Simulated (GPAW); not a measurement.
# Settings that the conductance of bicyclo[2.2.2]octane-1,4-dithiol between two Al chains needs

How do the numerical settings move the conductance of bicyclo[2.2.2]octane-1,4-dithiol between two Al chains?

Main program and level: GPAW 26.7.0; GPAW LCAO, PAW setups; Landauer transmission from Green's functions with principal layers (ASE), zero bias.

## 1. Set-up

The cell holds 34 atoms: 12 Al, 2 S, 12 H and 8 C. Its edges and angles: a = 11.300 Å, b = 11.589 Å, c = 36.086 Å, α = 90.0°, β = 90.0°, γ = 90.0°. Regions: left lead, 6 atoms (6 Al); channel, 22 atoms (2 S, 12 H and 8 C); right lead, 6 atoms (6 Al). Vacuum lies along a and b. The structure is stacked along c, and the current runs across the ab planes.

## 2. The reference run

All settings start at ordinary values; they are then varied in turn, with meshes following the cell where its length changes.

run.py

```python
import json
import numpy as np
from ase import Atoms
from ase.transport.calculators import TransportCalculator
from gpaw import GPAW, FermiDirac
from gpaw.lcao.tools import get_lcao_hamiltonian
from scipy.linalg import eigh

# The junction with lead layers at both ends, along the third cell vector
device = Atoms(
    ['Al', 'Al', 'Al', 'Al', 'Al', 'Al', 'S', 'H', 'H', 'H', 'C', 'C', 'H', 'C', 'H', 'H', 'C', 'C', 'H', 'H', 'C', 'H', 'C', 'C', 'H', 'H', 'H', 'S', 'Al', 'Al', 'Al', 'Al', 'Al', 'Al'],
    positions=[
        [5.65007, 5.79471, 1.20000],
        [5.65007, 5.79471, 3.60000],
        [5.65007, 5.79471, 6.00000],
        [5.65007, 5.79471, 8.40000],
        [5.65007, 5.79471, 10.80000],
        [5.65007, 5.79471, 13.20000],
        [6.54719, 5.00895, 15.04872],
        [3.89126, 4.77360, 16.34431],
        [4.73661, 3.25002, 16.59600],
        [5.12692, 7.00890, 16.71240],
        [6.02061, 5.01180, 16.79424],
        [4.66864, 4.28760, 16.94819],
        [6.81470, 7.00851, 17.21307],
        [5.86908, 6.45844, 17.30520],
        [7.20740, 3.25137, 17.32994],
        [8.05013, 4.77652, 17.58153],
        [7.06991, 4.28866, 17.66230],
        [4.23021, 4.28868, 18.42341],
        [3.25000, 4.77656, 18.50418],
        [4.09271, 3.25139, 18.75577],
        [5.43107, 6.45844, 18.78052],
        [4.48547, 7.00853, 18.87265],
        [6.63149, 4.28758, 19.13751],
        [5.27953, 5.01181, 19.29147],
        [6.17324, 7.00889, 19.37332],
        [6.56350, 3.25000, 19.48970],
        [7.40888, 4.77357, 19.74140],
        [4.75294, 5.00896, 21.03699],
        [5.65007, 5.79471, 22.88571],
        [5.65007, 5.79471, 25.28571],
        [5.65007, 5.79471, 27.68571],
        [5.65007, 5.79471, 30.08571],
        [5.65007, 5.79471, 32.48571],
        [5.65007, 5.79471, 34.88571]],
    cell=[[11.30014, 0.0, 0.0], [0.0, 11.58942, 0.0], [0.0, 0.0, 36.08571]],
    pbc=True)

# One principal layer of the lead: the first 4 atoms of the device
lead = Atoms(
    ['Al', 'Al', 'Al', 'Al'],
    positions=[
        [5.65007, 5.79471, 1.20000],
        [5.65007, 5.79471, 3.60000],
        [5.65007, 5.79471, 6.00000],
        [5.65007, 5.79471, 8.40000]],
    cell=[[11.30014, 0.0, 0.0], [0.0, 11.58942, 0.0], [0.0, 0.0, 9.6]],
    pbc=True)

settings = dict(mode='lcao', basis='szp(dzp)', xc='LDA', h=0.2,
                occupations=FermiDirac(0.1), maxiter=250,
                mixer=dict(beta=0.1, nmaxold=8, weight=100.0),
                convergence=dict(density=0.0001))
energies = np.arange(-2, 2 + 1e-9, 0.05)
eta = 0.0001
n1, n2 = 1, 1
# k and -k transmit alike, so half of the mesh across the current serves
mesh = [(i, j) for i in range(n1) for j in range(n2) if (i, j) <= (-i % n1, -j % n2)]
weights = np.array([1 if (i, j) == (-i % n1, -j % n2) else 2 for i, j in mesh]) / (n1 * n2)

# [... helper functions left out ...]
fermi_lead = ground_state(lead, (1, 1, 12), 'lead.txt')
fermi_device = ground_state(device, (1, 1, 2), 'device.txt')
# [... loop over the mesh left out, but for ...]
        # Shift the lead onto the potential of the device's first layer
        shift = ((H[:, 0, 0] - H0[:, 0, 0]) / S0[0, 0]).real.mean()
# [...]
kT = 8.617333e-5 * 300
bias = [0.1, 0.2, 0.5, 1.0, 1.5, 2.0]
# [... integrals and printing left out ...]
```

The run is started by

```
$ OMP_NUM_THREADS=1 OPENBLAS_NUM_THREADS=2 python run.py
```

The log of the run:

```text
basis functions: device 246, principal layer 36
Fermi level: lead -4.1602 eV, device -3.7621 eV; lead shifted by -0.0049 eV
largest coupling past the next layer 1.26e-15 eV, largest misfit of the first layer 0.039 eV
  E-E_F (eV)   T (one spin)  [channel counts left out]
    -2.000    9.8253e-05
    -1.950    7.0760e-05
    -1.900    5.0437e-05
    -1.850    3.5459e-05
    -1.800    2.4485e-05
    -1.750    1.6515e-05
    -1.700    1.0802e-05
    -1.650    6.7802e-06
    -1.600    4.0189e-06
    -1.550    2.1899e-06
    -1.500    1.0408e-06
    -1.450    3.7657e-07
    -1.400    4.5559e-08
    -1.350    2.2718e-14
    -1.300    1.7385e-15
    -1.250    1.3955e-16
[...]
1.650    5.4359e-02
     1.700    5.7045e-02
     1.750    5.9752e-02
     1.800    6.2466e-02
     1.850    6.5174e-02
     1.900    6.7862e-02
     1.950    7.0516e-02
     2.000    7.3123e-02
conductance at 300 K: 0.011679 G0 a cell; thermopower 12.1 uV/K
current from the zero-bias T(E) at 0.1 V: 0.089802 uA
current from the zero-bias T(E) at 0.2 V: 0.17554 uA
current from the zero-bias T(E) at 0.5 V: 0.37526 uA
current from the zero-bias T(E) at 1.0 V: 0.56192 uA
current from the zero-bias T(E) at 1.5 V: 0.83655 uA
current from the zero-bias T(E) at 2.0 V: 1.2513 uA
```

Wall time 63 s (2 threads of Arm Neoverse V1, shared host); peak memory 1.6 GiB.

This step gave:

| Item | Value |
| --- | --- |
| conductance | 0.01168 G₀ |
| thermopower | 12.10 μV/K |
| largest coupling past the next principal layer | 1.26e-15 eV |
| largest misfit of the first principal layer | 0.03886 eV |
| shift that aligns the lead | -0.004902 eV |
| basis functions of the junction | 246 |
| basis functions of a principal layer | 36 |
| transmission at the Fermi level (one spin) | 0.01196 |

One spin. The transmission, zone mean by energy, zero at the Fermi level:

```tsv
energy (eV)	transmission, zone mean
-2.000	9.8e-5
-1.800	2.4e-5
-1.600	4.0e-6
-1.400	4.6e-8
-1.200	0
-1.000	0
-0.800	0
-0.600	0
-0.400	4.8e-11
-0.200	0.0101
-0.050	0.0128
0.000	0.0120
0.200	0.00574
0.400	0.00501
0.450	0.0168
0.600	0.0143
0.800	0.0192
1.000	0.0251
1.200	0.0327
1.400	0.0416
1.600	0.0517
1.800	0.0625
2.000	0.0731
```

Not self-consistent under bias; the bias window is split evenly. Table of current through one cell, from the zero-bias transmission by bias:

```tsv
bias (V)	current through one cell, from the zero-bias transmission (μA)
0.100	0.0898
0.200	0.176
0.500	0.375
1.000	0.562
1.500	0.837
2.000	1.25
```

Couplings past the next layer reach 1.3e-15 eV, small enough to drop; the matrix elements of the cell's first layer differ from the bulk lead's by up to 0.039 eV. That layer keeps its own values in the calculation, and only beyond it is the lead taken as perfect. The Fermi levels of lead and junction count from different zeros of potential, one for each periodic cell; with both set to zero, the small remaining shift is what aligns them. By hand: G = 0.01168 × 77.48 μS = 0.905 μS, a resistance of 1105 kΩ; at 0.1 V a linear junction would pass 0.0905 μA, and the integral over the bias window gives 0.0898 μA. Mott's formula, S = -(π²/3)(k_B²T/e) d ln T/dE, has the prefactor 7.33 μV/K·eV at 300 K; T = 0.01280 at -0.05 eV and 0.01060 at 0.05 eV give a slope of -1.89 per eV and S = 13.8 μV/K, beside 12.1 μV/K from the thermal integral, which interpolates the same grid.

## 3. Periods in a principal layer

A principal layer must be long enough that orbitals couple only to the neighbouring layers.

Edit run.py of step 2 so:

```diff
@@ -49,11 +49,9 @@
 
-# One principal layer of the lead: the first 4 atoms of the device
+# One principal layer of the lead: the first 2 atoms of the device
 lead = Atoms(
-    ['Al', 'Al', 'Al', 'Al'],
+    ['Al', 'Al'],
     positions=[
         [5.65007, 5.79471, 1.20000],
-        [5.65007, 5.79471, 3.60000],
-        [5.65007, 5.79471, 6.00000],
-        [5.65007, 5.79471, 8.40000]],
-    cell=[[11.30014, 0.0, 0.0], [0.0, 11.58942, 0.0], [0.0, 0.0, 9.6]],
+        [5.65007, 5.79471, 3.60000]],
+    cell=[[11.30014, 0.0, 0.0], [0.0, 11.58942, 0.0], [0.0, 0.0, 4.8]],
     pbc=True)
@@ -72,3 +70,3 @@
 # [... helper functions left out ...]
-fermi_lead = ground_state(lead, (1, 1, 12), 'lead.txt')
+fermi_lead = ground_state(lead, (1, 1, 23), 'lead.txt')
 fermi_device = ground_state(device, (1, 1, 2), 'device.txt')
```

The log of the run:

```text
basis functions: device 246, principal layer 18
Fermi level: lead -4.1602 eV, device -3.7621 eV; lead shifted by -0.0049 eV
largest coupling past the next layer 8.76e-02 eV, largest misfit of the first layer 0.016 eV
  E-E_F (eV)   T (one spin)  [channel counts left out]
    -2.000    9.0595e-05
    -1.950    6.4930e-05
    -1.900    4.6149e-05
    -1.850    3.2434e-05
    -1.800    2.2462e-05
    -1.750    1.5262e-05
    -1.700    1.0117e-05
    -1.650    6.4928e-06
    -1.600    3.9899e-06
    -1.550    2.3091e-06
    -1.500    1.2246e-06
    -1.450    5.6567e-07
    -1.400    2.0216e-07
    -1.350    3.4098e-08
    -1.300    1.4458e-14
    -1.250    4.7572e-16
[...]
1.650    5.4590e-02
     1.700    5.7465e-02
     1.750    6.0343e-02
     1.800    6.3202e-02
     1.850    6.6024e-02
     1.900    6.8791e-02
     1.950    7.1485e-02
     2.000    7.4091e-02
conductance at 300 K: 0.011791 G0 a cell; thermopower 11.24 uV/K
current from the zero-bias T(E) at 0.1 V: 0.090611 uA
current from the zero-bias T(E) at 0.2 V: 0.17684 uA
current from the zero-bias T(E) at 0.5 V: 0.37627 uA
current from the zero-bias T(E) at 1.0 V: 0.56304 uA
current from the zero-bias T(E) at 1.5 V: 0.83239 uA
current from the zero-bias T(E) at 2.0 V: 1.2338 uA
```

It took 58 s on 2 threads; peak memory 1.6 GiB.

Numbers from this step:

```yaml
conductance: 0.01179 G₀
thermopower: 11.24 μV/K
largest_coupling_past_the_next_principal_layer: 0.08759 eV
largest_misfit_of_the_first_principal_layer: 0.01552 eV
shift_that_aligns_the_lead: -0.004903 eV
basis_functions_of_a_principal_layer: 18
transmission_at_the_fermi_level_one_spin: 0.01210
```

One spin. Table of transmission, zone mean by energy, zero at the Fermi level:

```tsv
energy (eV)	transmission, zone mean
-2.00	9.1e-5
-1.90	4.6e-5
-1.80	2.2e-5
-1.70	1.0e-5
-1.55	2.3e-6
-1.45	5.7e-7
-1.35	3.4e-8
-1.25	0
-1.15	0
-1.05	0
-0.90	0
-0.80	0
-0.70	0
-0.60	0
-0.50	0
-0.40	3.5e-11
-0.25	0.00822
-0.15	0.0116
-0.05	0.0128
0.00	0.0121
0.05	0.0108
0.15	0.00750
0.25	0.00418
0.40	0.00463
0.45	0.0161
0.50	0.0155
0.60	0.0140
0.70	0.0168
0.80	0.0186
0.90	0.0214
1.05	0.0203
1.15	0.0289
1.25	0.0335
1.35	0.0383
1.45	0.0435
1.55	0.0489
1.70	0.0575
1.80	0.0632
1.90	0.0688
2.00	0.0741
```

Not self-consistent under bias; the bias window is split evenly. Table of current through one cell, from the zero-bias transmission by bias:

```tsv
bias (V)	current through one cell, from the zero-bias transmission (μA)
0.100	0.0906
0.200	0.177
0.500	0.376
1.000	0.563
1.500	0.832
2.000	1.23
```

The conductance, 0.0118 G₀, lies 1.0 % above that of the base run. Couplings past the next layer reach 0.088 eV, too large to drop without error; the matrix elements of the cell's first layer differ from the bulk lead's by up to 0.016 eV. That layer keeps its own values in the calculation, and only beyond it is the lead taken as perfect.

## 4. Periods in a principal layer

Edit run.py of step 3 so:

```diff
@@ -49,9 +49,10 @@
 
-# One principal layer of the lead: the first 2 atoms of the device
+# One principal layer of the lead: the first 3 atoms of the device
 lead = Atoms(
-    ['Al', 'Al'],
+    ['Al', 'Al', 'Al'],
     positions=[
         [5.65007, 5.79471, 1.20000],
-        [5.65007, 5.79471, 3.60000]],
-    cell=[[11.30014, 0.0, 0.0], [0.0, 11.58942, 0.0], [0.0, 0.0, 4.8]],
+        [5.65007, 5.79471, 3.60000],
+        [5.65007, 5.79471, 6.00000]],
+    cell=[[11.30014, 0.0, 0.0], [0.0, 11.58942, 0.0], [0.0, 0.0, 7.2]],
     pbc=True)
@@ -70,3 +71,3 @@
 # [... helper functions left out ...]
-fermi_lead = ground_state(lead, (1, 1, 23), 'lead.txt')
+fermi_lead = ground_state(lead, (1, 1, 16), 'lead.txt')
 fermi_device = ground_state(device, (1, 1, 2), 'device.txt')
```

The log of the run:

```text
basis functions: device 246, principal layer 27
Fermi level: lead -4.1602 eV, device -3.7621 eV; lead shifted by -0.0049 eV
largest coupling past the next layer 1.82e-04 eV, largest misfit of the first layer 0.039 eV
  E-E_F (eV)   T (one spin)  [channel counts left out]
    -2.000    9.8264e-05
    -1.950    7.0768e-05
    -1.900    5.0442e-05
    -1.850    3.5462e-05
    -1.800    2.4486e-05
    -1.750    1.6516e-05
    -1.700    1.0802e-05
    -1.650    6.7798e-06
    -1.600    4.0184e-06
    -1.550    2.1894e-06
    -1.500    1.0403e-06
    -1.450    3.7615e-07
    -1.400    4.5249e-08
    -1.350    2.2624e-14
    -1.300    1.7351e-15
    -1.250    1.3941e-16
[...]
1.650    5.4359e-02
     1.700    5.7045e-02
     1.750    5.9752e-02
     1.800    6.2466e-02
     1.850    6.5174e-02
     1.900    6.7861e-02
     1.950    7.0515e-02
     2.000    7.3122e-02
conductance at 300 K: 0.011678 G0 a cell; thermopower 12.1 uV/K
current from the zero-bias T(E) at 0.1 V: 0.089801 uA
current from the zero-bias T(E) at 0.2 V: 0.17554 uA
current from the zero-bias T(E) at 0.5 V: 0.37526 uA
current from the zero-bias T(E) at 1.0 V: 0.56192 uA
current from the zero-bias T(E) at 1.5 V: 0.83655 uA
current from the zero-bias T(E) at 2.0 V: 1.2513 uA
```

The job ended after 65 s (2 threads; peak memory 1.6 GiB).

Numbers from this step:

| Item | Value |
| --- | --- |
| conductance | 0.01168 G₀ |
| thermopower | 12.10 μV/K |
| largest coupling past the next principal layer | 1.82e-4 eV |
| largest misfit of the first principal layer | 0.03886 eV |
| shift that aligns the lead | -0.004902 eV |
| basis functions of a principal layer | 27 |
| transmission at the Fermi level (one spin) | 0.01196 |

One spin. The transmission, zone mean by energy, zero at the Fermi level:

energy (eV), transmission, zone mean and a bar:
```
    -2.00     0.0001 
    -1.90     0.0001 
    -1.80     0.0000 
    -1.70     0.0000 
    -1.55     0.0000 
    -1.45     0.0000 
    -1.35     0.0000 
    -1.25     0.0000 
    -1.15     0.0000 
    -1.05     0.0000 
    -0.90     0.0000 
    -0.80     0.0000 
    -0.70     0.0000 
    -0.60     0.0000 
    -0.50     0.0000 
    -0.40     0.0000 
    -0.25     0.0083 ###
    -0.15     0.0118 #####
    -0.05     0.0128 #####
     0.00     0.0120 #####
     0.05     0.0106 ####
     0.15     0.0074 ###
     0.25     0.0041 ##
     0.40     0.0050 ##
     0.45     0.0168 #######
     0.50     0.0145 ######
     0.60     0.0143 ######
     0.70     0.0173 #######
     0.80     0.0192 ########
     0.90     0.0219 #########
     1.05     0.0269 ###########
     1.15     0.0307 #############
     1.25     0.0348 ##############
     1.35     0.0393 ################
     1.45     0.0440 ##################
     1.55     0.0491 ####################
     1.70     0.0570 #######################
     1.80     0.0625 ##########################
     1.90     0.0679 ############################
     2.00     0.0731 ##############################
```

Not self-consistent under bias; the bias window is split evenly. The current through one cell, from the zero-bias transmission by bias:

```tsv
bias (V)	current through one cell, from the zero-bias transmission (μA)
0.100	0.0898
0.200	0.176
0.500	0.375
1.000	0.562
1.500	0.837
2.000	1.25
```

The conductance equals that of the base run to 0.2 %. Couplings past the next layer reach 1.8e-4 eV, small enough to drop; the matrix elements of the cell's first layer differ from the bulk lead's by up to 0.039 eV. That layer keeps its own values in the calculation, and only beyond it is the lead taken as perfect.

## 5. Varying the periods in a principal layer

Edit run.py of step 4 so:

```diff
@@ -49,5 +49,5 @@
 
-# One principal layer of the lead: the first 3 atoms of the device
+# One principal layer of the lead: the first 5 atoms of the device
 lead = Atoms(
-    ['Al', 'Al', 'Al'],
+    ['Al', 'Al', 'Al', 'Al', 'Al'],
     positions=[
@@ -55,4 +55,6 @@
         [5.65007, 5.79471, 3.60000],
-        [5.65007, 5.79471, 6.00000]],
-    cell=[[11.30014, 0.0, 0.0], [0.0, 11.58942, 0.0], [0.0, 0.0, 7.2]],
+        [5.65007, 5.79471, 6.00000],
+        [5.65007, 5.79471, 8.40000],
+        [5.65007, 5.79471, 10.80000]],
+    cell=[[11.30014, 0.0, 0.0], [0.0, 11.58942, 0.0], [0.0, 0.0, 12.0]],
     pbc=True)
@@ -71,3 +73,3 @@
 # [... helper functions left out ...]
-fermi_lead = ground_state(lead, (1, 1, 16), 'lead.txt')
+fermi_lead = ground_state(lead, (1, 1, 10), 'lead.txt')
 fermi_device = ground_state(device, (1, 1, 2), 'device.txt')
```

The log of the run:

```text
basis functions: device 246, principal layer 45
Fermi level: lead -4.1602 eV, device -3.7621 eV; lead shifted by -0.0049 eV
largest coupling past the next layer 1.20e-15 eV, largest misfit of the first layer 0.146 eV
  E-E_F (eV)   T (one spin)  [channel counts left out]
    -2.000    9.8253e-05
    -1.950    7.0760e-05
    -1.900    5.0437e-05
[...]
1.950    7.0516e-02
     2.000    7.3123e-02
conductance at 300 K: 0.011679 G0 a cell; thermopower 12.1 uV/K
current from the zero-bias T(E) at 0.1 V: 0.089802 uA
current from the zero-bias T(E) at 0.2 V: 0.17554 uA
current from the zero-bias T(E) at 0.5 V: 0.37526 uA
current from the zero-bias T(E) at 1.0 V: 0.56192 uA
current from the zero-bias T(E) at 1.5 V: 0.83655 uA
current from the zero-bias T(E) at 2.0 V: 1.2513 uA
```

Elapsed: 64 s, on 2 threads; peak memory 1.7 GiB.

One spin. Transmission, zone mean against energy, zero at the Fermi level:

energy (eV), transmission, zone mean and a bar:
```
   -2.000     0.0001 
   -1.800     0.0000 
   -1.600     0.0000 
   -1.400     0.0000 
   -1.200     0.0000 
   -1.000     0.0000 
   -0.800     0.0000 
   -0.600     0.0000 
   -0.400     0.0000 
   -0.200     0.0101 ####
   -0.050     0.0128 #####
    0.000     0.0120 #####
    0.200     0.0057 ##
    0.400     0.0050 ##
    0.450     0.0168 #######
    0.600     0.0143 ######
    0.800     0.0192 ########
    1.000     0.0251 ##########
    1.200     0.0327 #############
    1.400     0.0416 #################
    1.600     0.0517 #####################
    1.800     0.0625 ##########################
    2.000     0.0731 ##############################
```

The conductance equals that of the base run to 0.2 %. Couplings past the next layer reach 1.2e-15 eV, small enough to drop; the matrix elements of the cell's first layer differ from the bulk lead's by up to 0.15 eV. That layer keeps its own values in the calculation, and only beyond it is the lead taken as perfect.

## 6. Convergence in the periods in a principal layer

The runs and the base run on one axis.

This step: convergence of the conductance (GPAW 26.7.0).

The conductance by periods in a principal layer:

```tsv
periods in a principal layer	conductance (G₀)
2.00	0.0118
3.00	0.0117
4.00	0.0117
5.00	0.0117
```

(Continued in part 2 of 4.)

[Logs are printed without paths, hosts, clocks, repeated set-up lines and the standing remarks that a program may print on its own settings, such as how far it seeks lower states.]

[Hosts, paths, dates, database ids (printed as entryN), source tags and the programs' standing remarks are cut or masked in the printed files.]
